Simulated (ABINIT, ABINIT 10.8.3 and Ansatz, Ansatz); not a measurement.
# H3BrO (Cm): Bethe-Salpeter spectra with ABINIT

Wanted: excitons and ε₂ of H3BrO (Cm), with cost.

Main program and level: ABINIT 10.8.3 and Ansatz 0.2.0; PBEsol and many-body steps on it, plane waves.

**1. The structure**

The structure is monoclinic, space group Cm (No. 8). Conventional cell: a = 6.973 Å, b = 4.952 Å, c = 4.430 Å, α = 90.00°, β = 112.77°, γ = 90.00°. Nearest to H lie 1 O at 1.03 Å. H has 1 O at 1.03 Å nearest. Nearest to Br lie 3 H at 2.08 to 2.09 Å. O has 3 H at 1.03 Å nearest. Farther neighbours and most contacts between anions are not listed.

The cell and positions are those that the Materials Project relaxed with its own functionals (PBE, PBE+U or r2SCAN), kept fixed.

**2. Empty states on the mesh, 4×4×2 mesh, 46 bands**

This step: ABINIT 10.8.3; DFT, PBEsol, plane waves, norm-conserving pseudopotentials.

The sums over transitions need many empty states on a uniform mesh; this step solves for them.

The input, run.abi:

```
acell 3*1.0 Angstrom
rprim 
  3.486419000000 -2.476209000000 0.000000000000
  3.486419000000 2.476209000000 0.000000000000
  -1.714341000000 -0.000000000000 4.084576000000
ntypat 3
znucl 1 35 8
natom 5
typat 1 1 1 2 3
xred 
  0.314472000000 0.314472000000 0.352441000000
  0.642675000000 0.307942000000 0.680036000000
  0.307942000000 0.642675000000 0.680036000000
  0.016087000000 0.016087000000 0.988660000000
  0.460242000000 0.460242000000 0.536286000000
pp_dirpath "pseudos"
pseudos "H.upf, Br.upf, O.upf"
ecut 36
ngkpt 4 4 2
nshiftk 1
shiftk 0 0 0
kptopt 1
chksymbreak 0
iscf -2
irdden 1
istwfk *1
nband 46
nbdbuf 4
tolwfr 1e-09
nstep 60
prtvol 0
indata_prefix "in"
outdata_prefix "out"
tmpdata_prefix "tmp"
```

The run is started by

```sh
> OMP_NUM_THREADS=1 mpirun -n 4 abinit run.abi > log
```

Numbers of over 12 decimals in the logs are rounded to 6 here.

The program printed:

```text
.Version 10.8.3 of ABINIT. v10.8.2 released Aug 2026.

 Symmetries : space group Cm (#  8); Bravais mC (1-face-center monocl.)
[... echo of the input left out ...]
== DATASET  1 ==================================================================
-   mpi_nproc: 4, omp_nthreads: 1 (-1 if OMP is not activated)

--- !DatasetInfo
iteration_state: {dtset: 1, }
dimensions: {natom: 5, nkpt: 14, mband: 46, nsppol: 1, nspinor: 1, nspden: 1, mpw: 4928, }
cutoff_energies: {ecut:  36.0, pawecutdg:  -1.0, }
[...]
0.76499    0.80730    0.81838    0.83926    0.93208    0.96753    0.97313    0.99054
   1.00002    1.05490    1.07473    1.10637    1.11347    1.11370    1.14394    1.16355
   1.18539    1.20465    1.20714    1.23838    1.24077    1.25522
 prteigrs : prtvol=0 or 1, do not print more k-points.

== END DATASET(S) ==============================================================
================================================================================

 -outvars: echo values of variables after computation  --------
            nband          46
             nkpt          14
          spgroup           8
 [... the other variables as echoed above ...]

 Calculation completed.
```

Elapsed: 31 s, on 4 MPI ranks of Intel Xeon Platinum 8175M at 2.50GHz (Skylake/Cascade Lake), shared host; peak memory 0.35 GiB; 2 min of CPU time.

This step gave:

```
gap                                                           : 4.312 eV
k of the valence top                                          : 0, 0, 0
k of the conduction bottom                                    : 0, 0, 0
least direct gap                                              : 4.312 eV
k points computed                                             : 14
lowest point of the top converged band, above the valence top : 30.81 eV
```

On this mesh the gap is 4.312 eV.

The density comes from a self-consistent run that is not shown.

**3. Screening, 4×4×2 mesh, 42 bands, screening to 98 eV**

The RPA dielectric matrix is built and inverted for each q.

This step: RPA screening on PBEsol, plane waves, norm-conserving pseudopotentials.

Edit run.abi of step 2 so:

```diff
@@ -23,10 +23,11 @@
 chksymbreak 0
-iscf -2
-irdden 1
 istwfk *1
-nband 46
-nbdbuf 4
-tolwfr 1e-09
-nstep 60
-prtvol 0
+occopt 1
+irdwfk 1
+optdriver 3
+nband 42
+ecuteps 3.6
+inclvkb 2
+awtr 1
+symchi 1
 indata_prefix "in"
```

The program printed:

```text
.Version 10.8.3 of ABINIT. v10.8.2 released Aug 2026.

 Symmetries : space group Cm (#  8); Bravais mC (1-face-center monocl.)
[... echo of the input left out ...]
== DATASET  1 ==================================================================
-   mpi_nproc: 4, omp_nthreads: 1 (-1 if OMP is not activated)

--- !DatasetInfo
iteration_state: {dtset: 1, }
dimensions: {natom: 5, nkpt: 14, mband: 42, nsppol: 1, nspinor: 1, nspden: 1, mpw: 4928, }
cutoff_energies: {ecut:  36.0, pawecutdg:  -1.0, }
[...]
--------------------------------------------------------------------------------
[... chi0 elements left out ...]
 For q-point:  0.000010 0.000020 0.000030
  dielectric constant =   2.7301
  dielectric constant without local fields =   3.1889

  Average fulfillment of the sum rule on Im[epsilon] for q-point    1 :     51.89  [%]
[... wings left out ...]
  q-point number  2        q = ( 0.250000, 0.000000, 0.000000) [r.l.u.]
--------------------------------------------------------------------------------
[... chi0 elements left out ...]
  Average fulfillment of the sum rule on Im[epsilon] for q-point    2 :     72.50  [%]

 [... 12 further q-points ...]
```

Run time: 20 s. Hardware: 4 MPI ranks; peak memory 0.73 GiB.

Numbers from this step:

| Item | Value |
| --- | --- |
| ε∞ with local fields, on this mesh, along the program's q direction | 2.730 |
| the same without local fields | 3.189 |
| plasma frequency | 17.69 eV |
| plane waves in the screening matrix | 159 |

Local fields lower ε∞ by 14 %. On a Γ-centred mesh this coarse the value itself is usually too large, while a short band sum pulls it down.

**4. Self-energy, 4×4×2 mesh, 42 bands, screening to 98 eV**

The self-energy is evaluated for the states that the input lists, and the levels follow from it, in one-shot runs by the linearised quasiparticle equation.

This step: G0W0 on PBEsol, plane waves, norm-conserving pseudopotentials.

Edit run.abi of step 3 so:

```diff
@@ -26,8 +26,15 @@
 irdwfk 1
-optdriver 3
+optdriver 4
 nband 42
+gwcalctyp 0
+ecutsigx 36
+symsigma 1
+nkptgw 1
+kptgw 
+  0.0000000000 0.0000000000 0.0000000000
+bdgw 
+  7 10
 ecuteps 3.6
-inclvkb 2
-awtr 1
-symchi 1
+irdscr 1
+ppmodel 1
 indata_prefix "in"
```

The program printed:

```text
.Version 10.8.3 of ABINIT. v10.8.2 released Aug 2026.

 Symmetries : space group Cm (#  8); Bravais mC (1-face-center monocl.)
[... echo of the input left out ...]
== DATASET  1 ==================================================================
-   mpi_nproc: 4, omp_nthreads: 1 (-1 if OMP is not activated)

--- !DatasetInfo
iteration_state: {dtset: 1, }
dimensions: {natom: 5, nkpt: 14, mband: 42, nsppol: 1, nspinor: 1, nspden: 1, mpw: 4928, }
cutoff_energies: {ecut:  36.0, pawecutdg:  -1.0, }
[...]
8  -1.510 -12.883 -16.587   2.298   0.823  -0.215 -14.040  -1.157  -2.667
        9   2.802  -8.390  -4.469  -2.606   0.861  -0.161  -7.258   1.132   3.934
       10   6.680  -6.879  -2.731  -2.716   0.865  -0.156  -5.640   1.239   7.918

== END DATASET(S) ==============================================================
================================================================================

 -outvars: echo values of variables after computation  --------
           etotal      0.0000000000E+00
            nband          42
             nkpt          14
          spgroup           8
 [... the other variables as echoed above ...]

 Calculation completed.
```

Run time: 5.3 s. Hardware: 4 MPI ranks; peak memory 0.5 GiB.

Numbers from this step:

- G0W0 gap on the points computed: 6.601 eV
- starting gap on the mesh: 4.312 eV
- k of the valence top: 0, 0, 0
- k of the conduction bottom: 0, 0, 0
- least direct G0W0 gap on the computed points: 6.601 eV

The gap on the mesh goes from 4.31 eV to 6.60 eV, a correction of +2.29 eV.

The gap opens by 2.289 eV; the next steps shift the empty bands rigidly by 2.289 eV.

**5. Excitons**

Optical absorption needs the electron-hole interaction, solved here in a basis of vertical transitions on the mesh.

This step: Bethe-Salpeter equation on PBEsol with a scissors shift, plane waves, norm-conserving pseudopotentials.

Edit run.abi of step 4 so:

```diff
@@ -26,15 +26,17 @@
 irdwfk 1
-optdriver 4
-nband 42
-gwcalctyp 0
-ecutsigx 36
-symsigma 1
-nkptgw 1
-kptgw 
-  0.0000000000 0.0000000000 0.0000000000
-bdgw 
-  7 10
+optdriver 99
+bs_calctype 1
+mbpt_sciss 2.289 eV
+bs_loband 5
+nband 12
+bs_exchange_term 1
+bs_coulomb_term 11
+bs_coupling 0
+bs_algorithm 1
+bs_freq_mesh 0 13 0.1 eV
+zcut 0.15 eV
 ecuteps 3.6
+ecutwfn 18
+inclvkb 2
 irdscr 1
-ppmodel 1
 indata_prefix "in"
```

The program printed:

```text
.Version 10.8.3 of ABINIT. v10.8.2 released Aug 2026.

 Symmetries : space group Cm (#  8); Bravais mC (1-face-center monocl.)
[... echo of the input left out ...]
== DATASET  1 ==================================================================
-   mpi_nproc: 4, omp_nthreads: 1 (-1 if OMP is not activated)

--- !DatasetInfo
iteration_state: {dtset: 1, }
dimensions: {natom: 5, nkpt: 14, mband: 12, nsppol: 1, nspinor: 1, nspden: 1, mpw: 1744, }
cutoff_energies: {ecut:  18.0, pawecutdg:  -1.0, }
electrons: {nelect:   1.60000000E+01, charge:   0.00000000E+00, occopt:   1.00000000E+00, tsmear:   1.00000000E-02, }

 Exciton: Calculation of dielectric properties by solving the Bethe-Salpeter equation
 in frequency domain and reciprocal space on a transitions basis set.
 Based on a program developed by L. Reining, V. Olevano, F. Sottile,
 S. Albrecht, and G. Onida. Incorporated in ABINIT by M. Giantomassi.

.Using double precision arithmetic ; gwpc =  8

[... cell and pseudopotentials left out ...]
--------------------------------------------------------------------------------

 ==== K-mesh for the wavefunctions ====
 Number of points in the irreducible wedge :    14
[... list of points left out ...]
 Together with  2 symmetry operations and time-reversal symmetry
 yields    32 points in the full Brillouin Zone.

 ==== Q-mesh for the screening function ====
 Number of points in the irreducible wedge :    14
[... list of points left out ...]
 Together with  2 symmetry operations and time-reversal symmetry
 yields    32 points in the full Brillouin Zone.

 vcoul_init : cutoff-mode = AUXILIARY_FUNCTION
 q-points for optical limit:   1
     1)      0.000010    0.000020    0.000030
 setmesh: FFT mesh size selected  =    24x   24x   24
          total number of points  =        13824

 ==== Fundamental parameters for the solution of the Bethe-Salpeter equation: ====
 Algorithm: Direct diagonalization.
 Dimension of the v, W matrices,  npweps  = 159
 Cutoff for the wavefunctions,    npwwfn  = 1719
 Number of k-points in the IBZ,   nkibz   = 14
 Highest empty band included,     nband   = 12
 === Spin UP ===
 Number of resonant transitions          512
 Lowest occupied state                   5
 Highest occupied state                  8
 Lowest unoccupied state                 9
 Highest unoccupied state                12
 Minimum frequency [eV]           Emin    =   0.00
 Maximum frequency [eV]           Emax    =  13.00
 Frequency step [eV]              dE      =   0.10
 Lorentzian broadening [eV]       eta     =   0.15
 RPA L0 with KS energies and KS wavefunctions
 Scissors operator energy [eV] =          2.29
 Local fields effects (v term) included
 Excitonic effects (W term) included
 Full W_GG' included
 W is read from an external SCR file
 Resonant-only calculation (Hermitian case)

 Calculating epsilon_Macro(q-->0,w), along the following directions:
 q = (  1.180012  0.000000  0.000000) [r.l.u.]
 q = (  0.000000  1.180012  0.000000) [r.l.u.]
 q = (  0.000000  0.000000  1.228474) [r.l.u.]
 q = (  1.048573  1.048573 -0.515604) [r.l.u.]
 q = ( -0.744743  0.744743  0.000000) [r.l.u.]
 q = (  0.000000  0.000000  1.228474) [r.l.u.]
 Number of electrons calculated from density =   15.9906; Expected =   16.0000
 average of density, n =  0.033599
 r_s =    1.9225
 omega_plasma =   17.6814 [eV]

. Writing resonant excitonic Hamiltonian on file out_BSR; file size=   0.00 [Gb].
 Direct diagonalization of the resonant excitonic Hamiltonian, Matrix size= 512
. Using LAPACK sequential version.
 Excitonic eigenvalues in eV up to n=   32
   5.56389   6.05477   6.12053   6.75262   7.02744   7.08153   7.10462   7.26386
   7.41661   7.47807   7.51925   7.53878   7.59361   7.69722   7.71749   7.75062
   7.78991   7.96808   7.99947   8.01266   8.05753   8.08302   8.10080   8.11647
   8.17517   8.20158   8.21997   8.26918   8.27721   8.29762   8.33556   8.35218

 First excitonic eigenvalue=    5.56 [eV]
 Last  excitonic eigenvalue=   15.46 [eV]

 GW  direct gap       6.60  0.00 [eV]
 EXC direct gap       5.56  0.00 [eV]
 EXC binding energy   1.04  0.00 [eV]

 Excitonic eigenvalues up to the GW energy gap [eV]
  1 (  5.56  0.00)
  2 (  6.05  0.00)
  3 (  6.12  0.00)

 Macroscopic dielectric function:
 omega [eV] <KS_RPA_nlf>  <GW_RPA_nlf>  <BSE>
   0.0000   2.5234   0.0000   2.1762   0.0000   2.4072   0.0000
   0.1000   2.5236   0.0008   2.1764   0.0004   2.4074   0.0007
   0.2000   2.5245   0.0016   2.1767   0.0007   2.4080   0.0013
   0.3000   2.5258   0.0025   2.1773   0.0011   2.4091   0.0020
   0.4000   2.5278   0.0033   2.1781   0.0014   2.4107   0.0026
   0.5000   2.5302   0.0042   2.1792   0.0018   2.4127   0.0033
   0.6000   2.5333   0.0050   2.1805   0.0021   2.4151   0.0040
   0.7000   2.5369   0.0059   2.1821   0.0025   2.4180   0.0047
   0.8000   2.5411   0.0068   2.1838   0.0029   2.4214   0.0054
   0.9000   2.5459   0.0077   2.1859   0.0032   2.4252   0.0061

 Writing KS-RPA macroscopic dielectric function without local fields to file: out_RPA_NLF_MDF
 Writing GW-RPA macroscopic dielectric function without local fields to file: out_GW_NLF_MDF
 Writing EXC Macroscopic dielectric function to file: out_EXC_MDF

== END DATASET(S) ==============================================================
================================================================================

 -outvars: echo values of variables after computation  --------
           etotal      0.0000000000E+00
            nband          12
             nkpt          14
          spgroup           8
 [... the other variables as echoed above ...]

 Calculation completed.
```

It took 19 s on 4 MPI ranks; peak memory 0.43 GiB.

Numbers from this step:

```
direct gap of the transition levels                            : 6.601 eV
transitions in the window                                      : 512
first strong exciton (over a fiftieth of the strongest listed) : 5.564 eV
lowest state                                                   : 5.564 eV
binding of the lowest state below the direct gap               : 1.037 eV
Coulomb term of one mesh cell                                  : 1.142 eV
```

The binding is 0.91 times the screened Coulomb term of one mesh cell (1.14 eV), so it is not shown settled.

The lowest state lies at 5.564 eV, 1.037 eV under the direct gap.

Lines within 3 meV are set at the lowest of them, and the highest group, which the list may cut short, is left out. Lines of the exciton spectrum (strongest = 100):

```tsv
position (eV)	oscillator strength, relative
5.564	62
6.055	75
6.120	100
6.753	42
7.027	1.5
7.082	8.6
7.105	25
7.264	65
7.417	38
7.478	2.0
7.519	0.2
7.539	0.2
7.594	2.1
7.697	1.1
7.718	3.6
```

The ε₂ has structure finer than the step of the table below, so its rows give means over 0.25 eV, whole bins alone (the curve runs from 0 to 13 eV). Peaks (eV: height): BSE 6.100: 4.26, 7.300: 2.76, 8.300: 4.56, 10.700: 3.85; no electron-hole interaction 9.900: 6.02, 11.800: 6.22; Kohn-Sham, no shift 7.600: 6.00, 9.500: 6.17.

Mean over the three Cartesian directions of q; broadening 0.15 eV; transition window only. Limits: finite bands, cutoff and mesh; no spin-orbit coupling; coarse k mesh; exciton not shown settled in the k mesh. Table of ε₂ by photon energy; means over each step:

```tsv
photon energy (eV)	BSE	no electron-hole interaction	Kohn-Sham, no shift
0.25	0.00163	8.8e-4	0.00203
0.50	0.00329	0.00174	0.00411
0.75	0.00499	0.00263	0.00627
1.00	0.00677	0.00358	0.00854
1.25	0.00865	0.00451	0.0109
1.50	0.0107	0.00549	0.0136
1.75	0.0129	0.00655	0.0166
2.00	0.0153	0.00767	0.0200
2.25	0.0181	0.00885	0.0239
2.50	0.0213	0.0101	0.0287
2.75	0.0250	0.0115	0.0347
3.00	0.0294	0.0131	0.0425
3.25	0.0347	0.0148	0.0534
3.50	0.0414	0.0167	0.0708
3.75	0.0499	0.0189	0.104
4.00	0.0615	0.0214	0.206
4.25	0.0778	0.0244	0.516
4.50	0.103	0.0279	0.533
4.75	0.146	0.0323	0.917
5.00	0.237	0.0377	0.832
5.25	0.524	0.0449	0.462
5.50	1.44	0.0550	0.780
5.75	1.59	0.0707	1.18
6.00	3.12	0.100	1.54
6.25	2.52	0.181	1.92
6.50	1.16	0.470	1.56
6.75	1.48	0.541	2.06
7.00	1.76	0.830	3.02
7.25	2.56	0.925	3.97
7.50	1.93	0.481	5.50
7.75	1.52	0.687	5.07
8.00	2.73	1.18	3.24
8.25	4.29	1.41	2.51
8.50	3.50	1.96	2.83
8.75	2.87	1.59	3.70
9.00	2.65	1.88	3.74
9.25	2.49	2.95	4.59
9.50	1.97	3.69	5.86
9.75	2.17	5.37	5.06
10.00	3.07	5.32	3.59
10.25	3.57	3.46	2.02
10.50	3.69	2.58	1.38
10.75	3.74	2.68	0.979
11.00	3.48	3.68	0.634
11.25	3.06	3.66	0.401
11.50	2.24	4.43	0.351
11.75	1.48	5.73	0.283
12.00	1.29	5.30	0.249
12.25	1.18	3.82	0.285
12.50	0.895	2.23	0.266
12.75	0.677	1.43	0.305
```

**6. Triplet (no exchange term)**

Edit run.abi of step 5 so:

```diff
@@ -29,5 +29,5 @@
 mbpt_sciss 2.289 eV
-bs_loband 5
-nband 12
-bs_exchange_term 1
+bs_loband 6
+nband 10
+bs_exchange_term 0
 bs_coulomb_term 11
@@ -35,3 +35,3 @@
 bs_algorithm 1
-bs_freq_mesh 0 13 0.1 eV
+bs_freq_mesh 0 11 0.1 eV
 zcut 0.15 eV
```

The program printed:

```text
.Version 10.8.3 of ABINIT. v10.8.2 released Aug 2026.

 Symmetries : space group Cm (#  8); Bravais mC (1-face-center monocl.)
[... echo of the input left out ...]
== DATASET  1 ==================================================================
-   mpi_nproc: 4, omp_nthreads: 1 (-1 if OMP is not activated)

--- !DatasetInfo
iteration_state: {dtset: 1, }
dimensions: {natom: 5, nkpt: 14, mband: 10, nsppol: 1, nspinor: 1, nspden: 1, mpw: 1744, }
cutoff_energies: {ecut:  18.0, pawecutdg:  -1.0, }
electrons: {nelect:   1.60000000E+01, charge:   0.00000000E+00, occopt:   1.00000000E+00, tsmear:   1.00000000E-02, }

 Exciton: Calculation of dielectric properties by solving the Bethe-Salpeter equation
 in frequency domain and reciprocal space on a transitions basis set.
 Based on a program developed by L. Reining, V. Olevano, F. Sottile,
 S. Albrecht, and G. Onida. Incorporated in ABINIT by M. Giantomassi.

.Using double precision arithmetic ; gwpc =  8

[... cell and pseudopotentials left out ...]
--------------------------------------------------------------------------------

 ==== K-mesh for the wavefunctions ====
 Number of points in the irreducible wedge :    14
[... list of points left out ...]
 Together with  2 symmetry operations and time-reversal symmetry
 yields    32 points in the full Brillouin Zone.

 ==== Q-mesh for the screening function ====
 Number of points in the irreducible wedge :    14
[... list of points left out ...]
 Together with  2 symmetry operations and time-reversal symmetry
 yields    32 points in the full Brillouin Zone.

 vcoul_init : cutoff-mode = AUXILIARY_FUNCTION
 q-points for optical limit:   1
     1)      0.000010    0.000020    0.000030
 setmesh: FFT mesh size selected  =    24x   24x   24
[...]
q = (  0.000000  0.000000  1.228474) [r.l.u.]
 Number of electrons calculated from density =   15.9906; Expected =   16.0000
 average of density, n =  0.033599
 r_s =    1.9225
 omega_plasma =   17.6814 [eV]

. Writing resonant excitonic Hamiltonian on file out_BSR; file size=   0.00 [Gb].
 Direct diagonalization of the resonant excitonic Hamiltonian, Matrix size= 192
. Using LAPACK sequential version.
 Excitonic eigenvalues in eV up to n=   32
   5.49696   5.99640   6.04435   6.70049   7.01811   7.05935   7.08612   7.19606
   7.37402   7.46303   7.51954   7.53526   7.59048   7.67919   7.69231   7.73641
   7.77966   7.87658   7.93810   7.98132   8.00794   8.02196   8.07245   8.10393
   8.13581   8.17385   8.20812   8.21689   8.26071   8.27269   8.32173   8.34791

 First excitonic eigenvalue=    5.50 [eV]
 Last  excitonic eigenvalue=   11.74 [eV]

 GW  direct gap       6.60  0.00 [eV]
 EXC direct gap       5.50  0.00 [eV]
 EXC binding energy   1.10  0.00 [eV]

 Excitonic eigenvalues up to the GW energy gap [eV]
  1 (  5.50  0.00)
  2 (  6.00  0.00)
  3 (  6.04  0.00)

 Macroscopic dielectric function:
 omega [eV] <KS_RPA_nlf>  <GW_RPA_nlf>  <BSE>
   0.0000   2.0360   0.0000   1.7818   0.0000   2.0096   0.0000
   0.1000   2.0362   0.0007   1.7819   0.0003   2.0098   0.0006
   0.2000   2.0369   0.0013   1.7822   0.0005   2.0104   0.0012
[...]
0.8000   2.0504   0.0055   1.7877   0.0022   2.0227   0.0050
   0.9000   2.0543   0.0063   1.7892   0.0025   2.0262   0.0056

 Writing KS-RPA macroscopic dielectric function without local fields to file: out_RPA_NLF_MDF
 Writing GW-RPA macroscopic dielectric function without local fields to file: out_GW_NLF_MDF
 Writing EXC Macroscopic dielectric function to file: out_EXC_MDF

== END DATASET(S) ==============================================================
================================================================================

 -outvars: echo values of variables after computation  --------
           etotal      0.0000000000E+00
            nband          10
             nkpt          14
          spgroup           8
 [... the other variables as echoed above ...]

 Calculation completed.
```

It took 6.9 s on 4 MPI ranks; peak memory 0.37 GiB.

The lowest triplet lies at 5.497 eV; triplets are dark, so no spectrum is read.

(Part 1 of 3 ends here.)

[Paths, hosts, dates, memory and timing lines, banners, echoed tables and standing remarks are left out of the program output.]

[Logs are printed without paths, hosts, clocks, repeated set-up lines and the standing remarks that a program may print on its own settings, such as how far it seeks lower states.]

[Runs of the session that timed out or met a known fault of the program may be left out.]

[No measured gap is set beside runs whose start may be inverted or whose files or cutoffs have a known fault.]

[Hosts, paths, dates, database ids (printed as entryN), source tags and the programs' standing remarks are cut or masked in the printed files.]

[G0W0 gaps are taken among the corrected bands and points alone; a level outside them can change the order at an edge.]

[Where Ansatz stands beside ABINIT at settings called matched, ABINIT's density can come from a denser mesh and the files from another edition; pairs whose starting gaps differed by over 0.03 eV were left out, so agreement reads better than it is.]
